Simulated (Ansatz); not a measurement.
# Work function of Ca(110): what the settings cost and change

How far do functional and pseudopotentials move the work function of Ca(110), and at what cost?

Method: plane-wave DFT, PBE, Ansatz PAW, in the first sound run; inputs show where later runs differ, in Ansatz 0.2.0.

This is a report of a sequence of runs, with most program output left out.

## Step 1: Starting point

The cell holds 7 atoms: 7 Ca. Cell: a = 5.580 Å, b = 3.946 Å, c = 29.837 Å, α = 90.0°, β = 90.0°, γ = 90.0°. Vacuum lies along c.

## Step 2: Run, setting PBE, Ansatz PAW (420 eV)

A work function rests on the faint tail of the density, so the SCF threshold is tight. PBE on the default files comes first; the next runs keep the geometry and change functional or files, each at the cutoff that its files recommend; a relaxation and, for heavy metals, spin-orbit coupling close the ladder.

Contents of input.yaml:

```yaml
crystal:
  lattice:
    - [5.58, 0.0, 0.0]
    - [0.0, 3.945655839, 0.0]
    - [0.0, 0.0, 29.8369675171]
  atoms:
    - { symbol: Ca, position: [0.0, 0.0, 0.3016392331] }
    - { symbol: Ca, position: [0.5, 0.5, 0.3677594887] }
    - { symbol: Ca, position: [0.0, 0.0, 0.4338797444] }
    - { symbol: Ca, position: [0.5, 0.5, 0.5] }
    - { symbol: Ca, position: [0.0, 0.0, 0.5661202556] }
    - { symbol: Ca, position: [0.5, 0.5, 0.6322405113] }
    - { symbol: Ca, position: [0.0, 0.0, 0.6983607669] }
kpoints:
  mp_grid: { grid: [8, 10, 1] }
hamiltonian:
  xc: pbe
scf:
  occupations: { method: fermi_dirac, width: 0.1 }
  convergence: { dr2_threshold: 1.0e-09 }
efield:
  axis: 3
  dipole_correction: true
  ramp_position: 0.97
  ramp_width: 0.06
output:
  write_potential: true
  write_density: true
  volumetric_format: npy
  elf: true
```

Command:

```bash
> ansatz run input.yaml --threads 2 --pin off --max-ram 3072MiB --backend cpu --events-out ev --progress --plain --runs-dir out
```

The job ended after 2.4 min (2 threads of Arm Neoverse N1, shared host; peak memory 1.3 GiB).

This step gave:

| Item | Value |
| --- | --- |
| energy at zero smearing | -12716.5270 eV |
| work function, upper face | 2.800 eV |

Running mean over 1.973 Å of the planar mean; the ramp of the sawtooth is left out. Electron's electrostatic potential energy less the Fermi level against z:

| z (Å) | electron's electrostatic potential energy less the Fermi level (eV) |
| --- | --- |
| 3.5 | 2.80 |
| 4.0 | 2.80 |
| 4.5 | 2.79 |
| 5.0 | 2.78 |
| 5.5 | 2.75 |
| 6.0 | 2.68 |
| 6.5 | 2.51 |
| 7.0 | 2.14 |
| 7.5 | 1.27 |
| 8.0 | -0.377 |
| 8.5 | -2.02 |
| 9.0 | -2.77 |
| 9.5 | -2.96 |
| 10.0 | -2.93 |
| 10.5 | -2.85 |
| 11.0 | -2.79 |
| 11.5 | -2.78 |
| 12.0 | -2.79 |
| 12.5 | -2.81 |
| 13.0 | -2.82 |
| 13.5 | -2.82 |
| 14.0 | -2.82 |
| 14.5 | -2.81 |
| 15.0 | -2.81 |
| 15.5 | -2.81 |
| 16.0 | -2.82 |
| 16.5 | -2.82 |
| 17.0 | -2.82 |
| 17.5 | -2.81 |
| 18.0 | -2.79 |
| 18.5 | -2.78 |
| 19.0 | -2.81 |
| 19.5 | -2.88 |
| 20.0 | -2.95 |
| 20.5 | -2.93 |
| 21.0 | -2.61 |
| 21.5 | -1.56 |
| 22.0 | 0.220 |
| 22.5 | 1.64 |
| 23.0 | 2.30 |
| 23.5 | 2.58 |
| 24.0 | 2.71 |
| 24.5 | 2.76 |
| 25.0 | 2.79 |
| 25.5 | 2.79 |
| 26.0 | 2.80 |
| 26.5 | 2.80 |

Valence density in the ca plane at fractional y = 0.000, with atoms of Ca within 0.2 Å of it. It is the smooth field of the valence electrons, not physical close to the nuclei.

Ten steps, logarithmic in the rise over the least value, from '0' (0.0 e/Å³) to '9' (6.3 e/Å³), each cell a mean:
```
52111147998521111489984211125899741000000000
31111125776311111357753111113677521000000000
11111112343111111123421111111343210000000000
11111111111111111111111111111111100000000000
11111111111111111111111111111110000000000000
11111111111111111111111111111110000000000000
11111111111111111111111111111100000000000000
11111111111111111111111111111100000000000000
11111111111111111111111111111100000000000000
11111111111111111111111111111110000000000000
11111111111111111111111111111111000000000000
11111111222111111112221111111222100000000000
21111124564211111245642111112465420000000000
42111137887411111478874111114788731000000000
52111148998521112589985211125899841000000000
```
Columns run along c (16.0 Å, from fractional 0.33 to 0.87 of the cell), rows up along a (5.6 Å). Atoms in or near the plane, at fractional coordinates: Ca at (0.43, 0.00), Ca at (0.57, 0.00), Ca at (0.70, 0.00).

Electrostatic potential energy in the ca plane at fractional y = 0.000, with atoms of Ca within 0.2 Å of it. With pseudopotentials it is smooth inside the atoms' cores, unlike the true potential.

Values in eV, 8 rows by 16 columns, each cell a mean:
```
 -6   2 -17 -38  -5   1 -19 -37  -4   1 -20 -37  -5   2   3   4
  0   3  -2  -6   1   3  -2  -6   1   3  -3  -7   0   3   3   4
  3   3   3   3   3   3   3   3   3   3   3   2   3   3   4   4
  3   2   4   4   3   2   4   4   3   2   3   4   4   4   4   4
  3   2   4   4   3   2   4   4   3   2   3   4   4   4   4   4
  2   3   2   1   3   3   2   1   3   3   2   1   2   3   4   4
 -1   2  -5 -14  -1   2  -5 -14   0   2  -6 -14  -1   3   3   4
 -8   1 -21 -44  -7   1 -23 -43  -6   1 -25 -43  -7   2   3   4
```
Columns run along c (16.0 Å, from fractional 0.33 to 0.87 of the cell; values clipped at the 3rd and 97th percentile), rows up along a (5.6 Å). Atoms in or near the plane, at fractional coordinates: Ca at (0.43, 0.00), Ca at (0.57, 0.00), Ca at (0.70, 0.00).

ELF in the ca plane at fractional y = 0.000, with atoms of Ca within 0.2 Å of it. It is the smooth field of the valence electrons, not physical close to the nuclei.

Ten even steps from '0' (0.00) to '9' (0.85), each cell a mean:
```
61242049999611420599995024206999961013210000
31353026998202530279972035312799720023210000
12565201342014652013320256521234200122110000
35676521111246664211112466653110011232100000
67766654444566666544445666776543333321100000
77666666666766556676666666677776554321000000
76555667777765456777777655567776653211000000
76555667777765456777777655567776643210000000
77655667777765556777777655677777654211000000
77766666556666666665566666677765444321000000
46776542222356665422224566765321122322100000
13666311111135653111111356641111101232100000
11464114775113541147741145411477510123210000
51243038999402420499994024304999940023210000
71142059999711320699996114216999971013210000
```
Columns run along c (16.0 Å, from fractional 0.33 to 0.87 of the cell), rows up along a (5.6 Å). Atoms in or near the plane, at fractional coordinates: Ca at (0.43, 0.00), Ca at (0.57, 0.00), Ca at (0.70, 0.00).

The work function is 2.800 eV.

## Step 3: Slab

This step: plane-wave DFT, LDA, Ansatz PAW (Ansatz 0.2.0).

input.yaml: that of step 2 with these lines changed.

```diff
@@ -16,3 +16,3 @@
 hamiltonian:
-  xc: pbe
+  xc: lda
 scf:
@@ -29,2 +29 @@
   volumetric_format: npy
-  elf: true
```

The job ended after 2.4 min (2 threads; peak memory 1.3 GiB).

The work function is 2.919 eV, +0.119 eV from the run “PBE, Ansatz PAW (420 eV)”, at 0.98 times its CPU time.

## Step 4: Run

This step: plane-wave DFT, PBEsol, Ansatz PAW (Ansatz 0.2.0).

input.yaml: that of step 3 with these lines changed.

```diff
@@ -16,3 +16,3 @@
 hamiltonian:
-  xc: lda
+  xc: pbesol
 scf:
```

It took 2.4 min on 2 threads; peak memory 1.3 GiB; 4.7 min of CPU time.

The work function is 2.832 eV, +0.032 eV from the run “PBE, Ansatz PAW (420 eV)”, at 0.98 times its CPU time.

## Step 5: Run

This step: plane-wave DFT, RPBE, Ansatz PAW (Ansatz 0.2.0).

input.yaml: that of step 4 with these lines changed.

```diff
@@ -16,3 +16,3 @@
 hamiltonian:
-  xc: pbesol
+  xc: rpbe
 scf:
```

Elapsed: 2.4 min, on 2 threads; peak memory 1.3 GiB.

The work function is 2.726 eV, -0.074 eV from the run “PBE, Ansatz PAW (420 eV)”, at 0.97 times its CPU time.

## Step 6: Slab

This step: plane-wave DFT, r2SCAN, Ansatz PAW (Ansatz 0.2.0).

input.yaml: that of step 5 with these lines changed.

```diff
@@ -16,3 +16,3 @@
 hamiltonian:
-  xc: rpbe
+  xc: r2scan
 scf:
```

Wall time 5.7 min (2 threads); peak memory 2.5 GiB; 11 min of CPU time.

The work function is 2.830 eV, +0.029 eV from the run “PBE, Ansatz PAW (420 eV)”, at 2.3 times its CPU time.

## Step 7: Slab

This step: plane-wave DFT, PBE, JTH PAW (Ansatz 0.2.0).

input.yaml: that of step 6 with these lines changed.

```diff
@@ -16,3 +16,4 @@
 hamiltonian:
-  xc: r2scan
+  xc: pbe
+  pseudopotentials: { kind: paw, source: jth }
 scf:
```

Run time: 7.5 min. Hardware: 2 threads; peak memory 2.4 GiB; 15 min of CPU time.

The work function is 2.801 eV, +0.001 eV from the run “PBE, Ansatz PAW (420 eV)”, at 3.1 times its CPU time.

## Step 8: Slab

This step: plane-wave DFT, PBE, norm-conserving (Ansatz 0.2.0).

input.yaml: that of step 7 with these lines changed.

```diff
@@ -17,3 +17,3 @@
   xc: pbe
-  pseudopotentials: { kind: paw, source: jth }
+  pseudopotentials: { kind: nc }
 scf:
```

The job ended after 8.3 min (2 threads; peak memory 2.4 GiB; 16 min of CPU time).

The work function is 2.800 eV, -0.000 eV from the run “PBE, Ansatz PAW (420 eV)”, at 3.4 times its CPU time.

## Step 9: Slab

This step: plane-wave DFT, LDA, norm-conserving (Ansatz 0.2.0).

input.yaml: that of step 8 with these lines changed.

```diff
@@ -16,3 +16,3 @@
 hamiltonian:
-  xc: pbe
+  xc: lda
   pseudopotentials: { kind: nc }
```

The job ended after 9.2 min (2 threads; peak memory 2.5 GiB; 18 min of CPU time).

The work function is 2.918 eV, +0.118 eV from the run “PBE, Ansatz PAW (420 eV)”, at 3.8 times its CPU time.

## Step 10: Slab, setting PBE, all layers relaxed

This step: plane-wave DFT, PBE, Ansatz PAW (Ansatz 0.2.0).

input.yaml: that of step 9 with these lines changed.

```diff
@@ -16,4 +16,3 @@
 hamiltonian:
-  xc: lda
-  pseudopotentials: { kind: nc }
+  xc: pbe
 scf:
@@ -26,2 +25,5 @@
   ramp_width: 0.06
+relax:
+  f_tol: 0.01
+  max_steps: 40
 output:
```

The job ended after 5.2 min (2 threads; peak memory 1.1 GiB).

The relaxation took 4 steps and lowered the energy by 0.022 eV; the largest force on the free atoms ends at 0.0045 eV/Å.

The work function is 2.804 eV, +0.004 eV from the run “PBE, Ansatz PAW (420 eV)”, at 2.2 times its CPU time.

## Step 11: Comparing the runs

Times are for 2 threads of Arm Neoverse N1, shared host. Results by setting:

| no. | setting | work function, upper face (eV) | time | memory (GiB) |
| --- | --- | --- | --- | --- |
| 1 | PBE, Ansatz PAW (420 eV) | 2.800 | 2.4 min | 1.3 |
| 2 | LDA, Ansatz PAW (420 eV) | 2.919 | 2.4 min | 1.3 |
| 3 | PBEsol, Ansatz PAW (420 eV) | 2.832 | 2.4 min | 1.3 |
| 4 | RPBE, Ansatz PAW (420 eV) | 2.726 | 2.4 min | 1.3 |
| 5 | r2SCAN, Ansatz PAW (500 eV) | 2.830 | 5.7 min | 2.5 |
| 6 | PBE, JTH PAW (870 eV) | 2.801 | 7.5 min | 2.4 |
| 7 | PBE, norm-conserving (925 eV) | 2.800 | 8.3 min | 2.4 |
| 8 | LDA, norm-conserving (980 eV) | 2.918 | 9.2 min | 2.5 |
| 9 | PBE, all layers relaxed | 2.804 | 5.2 min | 1.1 |

## Step 12: A changed input

An input spoilt on purpose, to show how the run answers: it repeats the earlier run “PBE, Ansatz PAW (420 eV)” with scf.n_extra_bands to 0 and scf.occupations from method: fermi_dirac, width: 0.1 to method: fermi_dirac, width: 0.3, and scf.max_iter set to 80; its output block differs too.

input.yaml: that of step 10 with these lines changed.

```diff
@@ -18,4 +18,6 @@
 scf:
-  occupations: { method: fermi_dirac, width: 0.1 }
+  occupations: { method: fermi_dirac, width: 0.3 }
   convergence: { dr2_threshold: 1.0e-09 }
+  n_extra_bands: 0
+  max_iter: 80
 efield:
@@ -25,5 +27,2 @@
   ramp_width: 0.06
-relax:
-  f_tol: 0.01
-  max_steps: 40
 output:
```

Run time: 0.06 s. Hardware: 2 threads; peak memory 0.065 GiB.

The program refused the input before any cycle.

The program's message: “Error: inconsistent input (scf.n_extra_bands, scf.occupations.method): n_bands = 35 leaves no empty band above the 35 bands per channel that the deck's 70 electrons occupy, and the occupations search …”

The fault put into the input: too few bands.

## Step 13: Results

```
work function, PBE, Ansatz PAW (420 eV)    : 2.800 eV
work function, LDA, Ansatz PAW (420 eV)    : 2.919 eV
work function, RPBE, Ansatz PAW (420 eV)   : 2.726 eV
work function, r2SCAN, Ansatz PAW (500 eV) : 2.830 eV
work function, PBE, all layers relaxed     : 2.804 eV
```

What this shows: PBE on the default files gives 2.80 eV, and the settings tried spread the value from 2.73 to 2.92 eV. At one geometry LDA lies 0.12 eV above PBE. The choice of pseudopotentials moves the PBE value by 0.001 eV. Relaxing the layers changes it by +0.004 eV. The ladder's slabs use the tabulated experimental lattice constant (two decimals; a low-temperature value for the alkali metals).

[Logs are printed without paths, hosts, clocks, repeated set-up lines and the standing remarks that a program may print on its own settings, such as how far it seeks lower states.]

[Hosts, paths, dates, database ids (printed as entryN), source tags and the programs' standing remarks are cut or masked in the printed files.]

[Maps of the electrostatic potential energy from Ansatz leave out the sawtooth potential of an applied field or a dipole correction, so their vacuum need not be flat; planar profiles and work functions include it.]
